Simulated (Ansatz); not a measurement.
**GdO (F-43m): a soft mode frozen in**

Wanted: the energy along a soft mode of GdO (F-43m) and the structure at the end.

Method: DFT PBE, scalar-relativistic, plane waves, norm-conserving pseudopotentials, 4f in core, in Ansatz 0.2.0.

Most raw output is cut from this account.

## 1. The structure

Symmetry: F-43m, No. 216, cubic system. Conventional cell: a = 5.343 Å, b = 5.343 Å, c = 5.343 Å, α = 90.00°, β = 90.00°, γ = 90.00°. Nearest to Gd lie 4 O at 2.31 Å. Nearest to O lie 4 Gd at 2.31 Å. Farther neighbours and most contacts between anions are not listed.

## 2. Response at finite wavevector

The cell comes from relaxations at this level that are not shown. Stability and thermal properties need the whole zone. Linear response on a 4×4×4 q mesh gives force constants as far as a supercell of that size would.

File input.yaml:

```yaml
crystal:
  lattice:
    - [0.0, 2.6714945918, 2.6714945918]
    - [2.6714945918, 0.0, 2.6714945918]
    - [2.6714945918, 2.6714945918, 0.0]
  atoms:
    - { symbol: Gd, position: [0.0, 0.0, 0.0] }
    - { symbol: O, position: [0.25, 0.25, 0.25] }
kpoints:
  mp_grid: { grid: [16, 16, 16] }
hamiltonian:
  xc: pbe
  pseudopotentials:
    kind: nc
    azcp: { Gd: "pseudopotentials/pbe/nc/lanthanide_3plus/Gd.nc.azcp" }
scf:
  occupations: { method: methfessel_paxton, width: 0.2 }
output:
  eigenvalues: true
phonons:
  method: dfpt
  qmesh: [4, 4, 4]
  temperatures: { t_max: 1000, t_step: 50 }
  qpath:
    path:
      - [[0.0, 0.0, 0.0], [-0.5, -0.5, 0.0], [-0.375, -0.375, 0.25]]
      - [[-0.375, 0.0, 0.375], [0.0, 0.0, 0.0], [0.0, 0.0, 0.5], [-0.5, -0.25, 0.25], [-0.5, -0.5, 0.0]]
    npoints: 10
```

Started as:

```sh
$ ansatz run input.yaml --threads 8 --pin off --max-ram 14336MiB --backend cpu --events-out ev --progress --plain --runs-dir out
```

Run time: 17 min. Hardware: 8 threads of Intel Xeon Platinum 8375C at 2.90GHz (Ice Lake), shared host; peak memory 13 GiB; 2.2 h of CPU time.

The files freeze the 4f shell of Gd into the core, so its moment is left out.

This step gave:

```yaml
volume_per_atom: 19.07 Å³
gap_on_the_k_mesh: 0 eV
sum_rule_residual_before_enforcement: 3.99e-5 eV/Å²
lowest_frequency_on_the_path: -42.26 cm⁻¹
point_group: -43m
highest_frequency_on_the_path_or_at_a_solved_wavevector: 357.3 cm⁻¹
highest_optical_mode_at_the_zone_centre_no_lo_to_term: 217.4 cm⁻¹
lowest_optical_zone_centre_mode: 217.4 cm⁻¹
lowest_mode_on_the_q_mesh_acoustic_modes_at_gamma_apart: -33.48 cm⁻¹
```

Frequencies (cm⁻¹) solved at each irreducible wavevector; negative means imaginary. Frequencies by wavevector, by row:

```tsv
q in reciprocal lattice units	star	mode 1	mode 2	mode 3	mode 4	mode 5	mode 6
0 0 0	1	0	0	0	217.4	217.4	217.4
0 0 0.25	8	49.7	49.7	65.3	173.1	215.8	215.8
0 0 -0.5	4	67.2	67.2	82.1	248.5	248.5	268.6
0 0.25 0.25	6	70.9	70.9	89.6	217	233.3	233.3
0 0.25 -0.5	24	42.7	83.8	138.3	258.8	269	313.1
0 0.25 -0.25	12	-33.5	61.5	136.9	251.4	261.4	275.8
0 -0.5 -0.5	3	99.2	99.2	133.8	285.4	285.4	331.3
0.25 -0.5 -0.25	6	64.5	77.9	154.1	256.9	290	357.3
```

Interpolated from a 4×4×4 q mesh. Phonon branches along the path, in cm⁻¹:

```tsv
point	branch 1	branch 2	branch 3	branch 4	branch 5	branch 6
Γ	0	0	0	217	217	217
halfway	71	71	90	217	233	233
X	99	99	134	285	285	331
halfway	85	96	141	276	284	340
U	60	88	149	269	281	343
jump to K	60	88	149	269	281	343
halfway	-42	50	113	213	225	238
Γ	0	0	0	217	217	217
halfway	50	50	65	173	216	216
L	67	67	82	248	248	269
halfway	28	74	142	256	273	313
W	64	78	154	257	290	357
halfway	80	89	146	267	287	347
X	99	99	134	285	285	331
```

Symmetry leaves 8 wavevectors to solve. The lowest mode among them, the acoustic zeros apart, lies at q = (0, 0.25, -0.25) and is imaginary, 33.5i cm⁻¹, so the energy falls along it. Between them the interpolated path dips to 42i cm⁻¹.

## 3. The mode frozen in, largest atomic shift 0 Å

The mode followed lies at q = (0, 0.25, -0.25) with frequency 33.5i cm⁻¹, the softest among the wavevectors solved. At small amplitude the distorted cell has space group no. 25 by a symmetry search on the positions. The undistorted cell that holds it gives the zero of energy on the same k mesh.

System of this step: GdO. The structure is cubic, space group F-43m (No. 216). Conventional cell: a = 5.343 Å, b = 5.343 Å, c = 5.343 Å, α = 90.00°, β = 90.00°, γ = 90.00°. Nearest to Gd lie 4 O at 2.31 Å. Nearest to O lie 4 Gd at 2.31 Å. Farther neighbours and most contacts between anions are not listed.

input.yaml, the sections that differ from step 2:

```yaml
crystal:
  lattice:
    - [0.0, 2.6714945918, 2.6714945918]
    - [-5.3429891836, 0.0, 0.0]
    - [0.0, -5.3429891836, 5.3429891836]
  atoms:
    - { symbol: Gd, position: [0.0, 1.0, 1.0] }
    - { symbol: Gd, position: [0.0, 0.0, 0.5] }
    - { symbol: Gd, position: [0.5, 0.5, 0.25] }
    - { symbol: Gd, position: [0.5, 0.5, 0.75] }
    - { symbol: O, position: [0.5, 0.75, 0.0] }
    - { symbol: O, position: [0.5, 0.75, 0.5] }
    - { symbol: O, position: [0.0, 0.25, 0.25] }
    - { symbol: O, position: [0.0, 0.25, 0.75] }
kpoints:
  mp_grid: { grid: [10, 8, 6] }
output:
  forces: true
  stress: true
  eigenvalues: true
# hamiltonian, scf: as in step 2
# phonons: removed
```

Elapsed: 36 s, on 8 threads; peak memory 2.8 GiB.

Numbers from this step:

```
pressure                         : 6.40e-4 GPa
energy from the undistorted cell : 0 meV/atom
```

The run ends at a pressure of 0.00 GPa, with forces up to 0.0099 eV/Å.

## 4. The mode frozen in, largest atomic shift 0.14 Å

The atoms are moved along the unstable eigenvector, the largest shift by 0.14 Å, with the cell fixed.

input.yaml, the sections that differ from step 3:

```yaml
crystal:
  lattice:
    - [0.0, 2.6714945918, 2.6714945918]
    - [-5.3429891836, 0.0, 0.0]
    - [0.0, -5.3429891836, 5.3429891836]
  atoms:
    - { symbol: Gd, position: [0.0, 1.0, 0.9868688893] }
    - { symbol: Gd, position: [0.0, 0.0, 0.5131311107] }
    - { symbol: Gd, position: [0.5, 0.4811126635, 0.25] }
    - { symbol: Gd, position: [0.5, 0.5188873365, 0.75] }
    - { symbol: O, position: [0.5, 0.75, 0.0185280086] }
    - { symbol: O, position: [0.5, 0.75, 0.4814719914] }
    - { symbol: O, position: [0.0, 0.244276674, 0.25] }
    - { symbol: O, position: [0.0, 0.255723326, 0.75] }
# kpoints, hamiltonian, scf, output: as in step 3
```

Run time: 41 s. Hardware: 8 threads; peak memory 2.8 GiB.

Numbers from this step:

| Quantity | Value |
| --- | --- |
| pressure | 0.2904 GPa |
| energy from the undistorted cell | -1.429 meV/atom |

The energy, extrapolated to zero smearing, is -1.43 meV/atom against the undistorted cell.

The run ends at a pressure of 0.29 GPa, with forces up to 0.26 eV/Å.

## 5. Energy along the mode, all amplitudes (two of the runs are shown above)

An imaginary frequency means negative curvature, so the energy should fall and then rise again as anharmonic terms take over.

This step gave:

```
depth at the lowest point sampled  : 1.429 meV/atom
largest atomic shift at that point : 0.14 Å
```

The energy from the parent by largest atomic shift:

```tsv
largest atomic shift (Å)	energy from the parent (meV/atom)
0.000	0
0.040	-0.144
0.080	-0.567
0.140	-1.43
0.220	0.208
0.320	24.3
```

Displacement at unit largest shift by atom:

```tsv
atom	x (Å)	y (Å)	z (Å)	size
Gd1	0.000	0.501	-0.501	0.709
Gd2	0.000	-0.501	0.501	0.709
Gd3	0.721	0.000	0.000	0.721
Gd4	-0.721	0.000	0.000	0.721
O5	0.000	-0.707	0.707	1.000
O6	0.000	0.707	-0.707	1.000
O7	0.218	0.000	0.000	0.218
O8	-0.218	0.000	0.000	0.218
```

The lowest of the steps tried is at 0.14 Å, 1.43 meV/atom below the parent; the bottom of the well need not coincide with a step.

## 6. Relaxing from the distorted cell

Starting from the lowest point found, all atoms and the cell are let go, so that strain and other modes of the same symmetry can join in.

Edit input.yaml of step 4 so:

```diff
@@ -27 +27,10 @@
   eigenvalues: true
+  write_density: true
+  write_potential: true
+  elf: true
+  volumetric_format: npy
+relax:
+  adjacent_minimum: "off"
+  f_tol: 0.002
+  max_steps: 120
+  cell: { stress_tol: 0.03 }
```

Elapsed: 8.8 min, on 8 threads; peak memory 3.1 GiB; 69 min of CPU time.

Relaxation path:

```tsv
step	energy less that of the first step (eV)	largest force component (eV/Å)	pressure (GPa)	volume (Å³)
1	0.0000	0.2599	0.29	152.53
2	-0.0089	0.0710	-0.13	153.18
3	-0.0146	0.0971	-0.02	153.06
4	-0.0120	0.2184	0.09	153.16
5	-0.0227	0.0616	0.05	153.12
6	-0.0263	0.0238	0.08	153.32
7	-0.0266	0.0191	-0.01	153.46
8	-0.0267	0.0150	0.01	153.45
9	-0.0268	0.0060	-0.02	153.48
10	-0.0268	0.0154	0.00	153.44
11	-0.0268	0.0010	0.01	153.43
12*	-0.0270	0.0010	0.02	153.43
```

Relaxation steps marked * repeat the geometry before them on a plane-wave basis chosen anew for their cell, so energy and pressure can jump there. Relaxation steps 4, 10 were tried and not accepted.

The run keeps the 4 symmetry operations that it works with, so distortions that break them were not tested.

```tsv
cell as run	before	after	change
a (Å)	3.778	3.748	-0.8 %
b (Å)	5.343	5.379	+0.7 %
c (Å)	7.556	7.610	+0.7 %
volume (Å³/atom)	19.07	19.18	+0.6 %
```

The atoms that moved most (Å, as changes of fractional coordinates times the final cell):

```tsv
atom	dx	dy	dz	length
Gd3	0.085	0.000	0.000	0.085
O5	-0.009	-0.050	0.050	0.071
O6	-0.009	0.050	-0.050	0.071
O8	-0.051	0.000	0.000	0.051
Gd1	-0.003	0.032	-0.032	0.045
Gd2	-0.003	-0.032	0.032	0.045
Gd4	-0.010	0.000	0.000	0.010
```

Numbers from this step:

- pressure: 0.01783 GPa
- volume per atom: 19.18 Å³

ELF in the bc plane at fractional x = 0.000, with atoms of Gd and O within 0.2 Å of it. It is the smooth field of the valence electrons, not physical close to the nuclei.

Ten even steps from '0' (0.03) to '9' (0.94), each cell a mean:
```
068200000000583
785112100110388
742466310353247
125888621488532
148638731499962
148638731499962
115888621488521
752466310243257
785112100110388
068200000000583
277200000000585
885101000000389
631243200000146
125787410000001
268778620000000
378338730000000
268778620000000
125787410000001
641243200000146
885101000000389
278200000000585
```
Columns run along b (5.4 Å), rows up along c (7.6 Å). Atoms in or near the plane, at fractional coordinates: Gd at (0.00, 0.98), Gd at (0.00, 0.52), O at (0.24, 0.25), O at (0.27, 0.75).

Electrostatic potential energy in the bc plane at fractional x = 0.000, with atoms of Gd and O within 0.2 Å of it. With pseudopotentials it is smooth inside the atoms' cores, unlike the true potential.

Values in eV, 21 rows by 15 columns, each cell a mean:
```
-65 -58 -26   0   9  12  13  13  13  12  11   6  -8 -41 -64
-55 -40 -13   4  10  12  13  13  12  12  11   8  -1 -23 -49
-19 -10   1   7   9  12  13  12  12  12  12  11   6  -3 -15
  3   5   5  -7 -14   3  11  12  12  13  13  13  11   8   4
 10  10  -2 -43 -58 -19   8  12  12  13  13  13  13  12  10
 10  10  -2 -43 -59 -19   8  12  12  13  13  13  13  12  10
  3   5   5  -5 -11   4  11  12  12  13  13  13  11   8   4
-21 -11   1   7  10  12  13  12  12  12  12  11   6  -3 -16
-57 -42 -14   4  10  12  13  13  13  12  11   8  -2 -25 -51
-65 -58 -26   0   9  12  13  13  13  12  11   6  -8 -41 -64
-64 -55 -23   1   9  12  13  13  13  12  11   6  -7 -37 -62
-46 -31  -8   5  10  12  13  12  12  12  11   8   0 -18 -40
-11  -4   4   9  11  13  12  12  12  12  11   9   6   0  -8
  6   7   8   5   6  11  12  11  11  11  11  10   9   7   6
 11  10  -4 -36 -35   1  10  11  10  10  11  11  11  10  10
 12  10 -16 -59 -60  -9   9  11  10  10  11  11  11  11  11
 10  10  -3 -31 -30   1  11  11  10  10  11  11  11  10  10
  5   7   7   4   5  11  12  11  11  11  11  10   9   7   5
-11  -5   4   9  11  13  12  12  12  12  11   9   6  -1  -9
-47 -32  -8   5  10  12  13  12  12  12  11   8   0 -18 -41
-65 -56 -23   1   9  12  13  13  13  12  11   6  -7 -38 -63
```
Columns run along b (5.4 Å; values clipped at the 3rd and 97th percentile), rows up along c (7.6 Å). Atoms in or near the plane, at fractional coordinates: Gd at (0.00, 0.98), Gd at (0.00, 0.52), O at (0.24, 0.25), O at (0.27, 0.75).

Valence density in the bc plane at fractional x = 0.000, with atoms of Gd and O within 0.2 Å of it. It is the smooth field of the valence electrons, not physical close to the nuclei.

Ten even steps from '_' (0.0 e/Å³) to '@' (5.8 e/Å³), each cell a mean:
```
..--::__________________..--::
==--..____________________::==
::..________________________..
____..--==::__________________
____::%%@@++..________________
____::%%@@++..________________
____..--==::__________________
::..________________________..
==--..____________________::==
..--::__________________..--::
::==::__________________..----
----..____________________::--
..__________________________..
____......____________________
____--####::__________________
__..++@@@@--__________________
____--####::__________________
____......____________________
....________________________..
==--..____________________::--
::==::__________________..----
```
Columns run along b (5.4 Å), rows up along c (7.6 Å). Atoms in or near the plane, at fractional coordinates: Gd at (0.00, 0.98), Gd at (0.00, 0.52), O at (0.24, 0.25), O at (0.27, 0.75).

The distorted start has space group Pmm2; the relaxation ends in Pmm2.

## 7. The new phase in its own primitive cell

The relaxed structure is symmetrised, reduced to its primitive cell and relaxed tightly, as its phonons need.

File input.yaml:

```yaml
crystal:
  lattice:
    - [3.7482921673, 0.0, 0.0]
    - [0.0, 7.6096477288, 0.0]
    - [0.0, 0.0, 5.379299309]
  atoms:
    - { symbol: Gd, position: [0.0, 0.730954586, 0.9993601634] }
    - { symbol: Gd, position: [0.0, 0.269045414, 0.9993601634] }
    - { symbol: Gd, position: [0.5, 0.0, 0.5347272228] }
    - { symbol: Gd, position: [0.5, 0.5, 0.4792886548] }
    - { symbol: O, position: [0.5, 0.7777605299, 0.2483709671] }
    - { symbol: O, position: [0.5, 0.2222394701, 0.2483709671] }
    - { symbol: O, position: [0.0, 0.0, 0.7557226317] }
    - { symbol: O, position: [0.0, 0.5, 0.7347992296] }
kpoints:
  mp_grid: { grid: [10, 6, 8] }
hamiltonian:
  xc: pbe
  pseudopotentials:
    kind: nc
    azcp: { Gd: "pseudopotentials/pbe/nc/lanthanide_3plus/Gd.nc.azcp" }
scf:
  occupations: { method: methfessel_paxton, width: 0.2 }
output:
  forces: true
  stress: true
  eigenvalues: true
relax:
  adjacent_minimum: "off"
  f_tol: 0.001
  max_steps: 60
  cell: { stress_tol: 0.01 }
```

The job ended after 2.5 min (8 threads; peak memory 3 GiB).

Little changed from the start: no atom moved by 0.005 Å and no cell edge by 0.1 %.

This step gave:

| Quantity | Value |
| --- | --- |
| pressure | 1.56e-4 GPa |

The largest force component left is 0.76 meV/Å and the pressure is 0.000 GPa, within the tolerances set. The cell now holds 19.18 Å³/atom.

## 8. The phases reached

The phases reached along the modes that were followed are set side by side.

Energies are those of the first relaxation, on the mesh of the frozen mode; space group, volume and gap are those of the last relaxation. Phases, by row:

```tsv
mode frozen in	space group	energy from parent (meV/atom)	volume (Å³/atom)	gap on mesh (eV)	lowest zone-centre optical mode (cm⁻¹)	largest shift (Å)
parent	F-43m	0	19.07	0	–	–
q = (0, 0.25, -0.25), 33i cm⁻¹	Pmm2	-4.99	19.18	0	–	0.211
```

## 9. Outcome

- unstable mode of the parent: q = (0, 0.25, -0.25), 34i cm⁻¹
- depth at the lowest point sampled: 1.43 meV/atom
- largest atomic shift at that point: 0.14 Å
- space group reached (within 0.01 Å): Pmm2
- energy gained over the parent (first relaxation, on the mesh of the frozen mode): 4.99 meV/atom
- volume per atom, phase reached: 19.2 Å³

In words: Along this mode the structure falls into Pmm2, 4.99 meV/atom below the parent. At the parent's cell the well is 1.429 meV/atom deep on the steps tried, with its lowest point at a shift of 0.14 Å. Relaxing atoms and cell changes the gain by +3.56 meV/atom against the lowest step (energies at zero smearing). Most of the total comes from this relaxation. The modes of the phase reached were not computed on this path. Each path keeps the symmetry of its pattern, so a lower phase may lie along a pattern not tried. With no gap, or one that is small against the smearing, the frequencies hang on the k mesh and the smearing, most of all near Kohn anomalies. The phonon runs are without spin polarisation, although the cell has an odd electron count. The 4f electrons are frozen in the core as for a trivalent ion. Spin-orbit coupling is left out, which can matter for the heavy elements here. A phonon run warned that its eigensolver left some bands unconverged in a pass.

[Logs are printed without paths, hosts, clocks, repeated set-up lines and the standing remarks that a program may print on its own settings, such as how far it seeks lower states.]

[Hosts, paths, dates, database ids (printed as entryN), source tags and the programs' standing remarks are cut or masked in the printed files.]
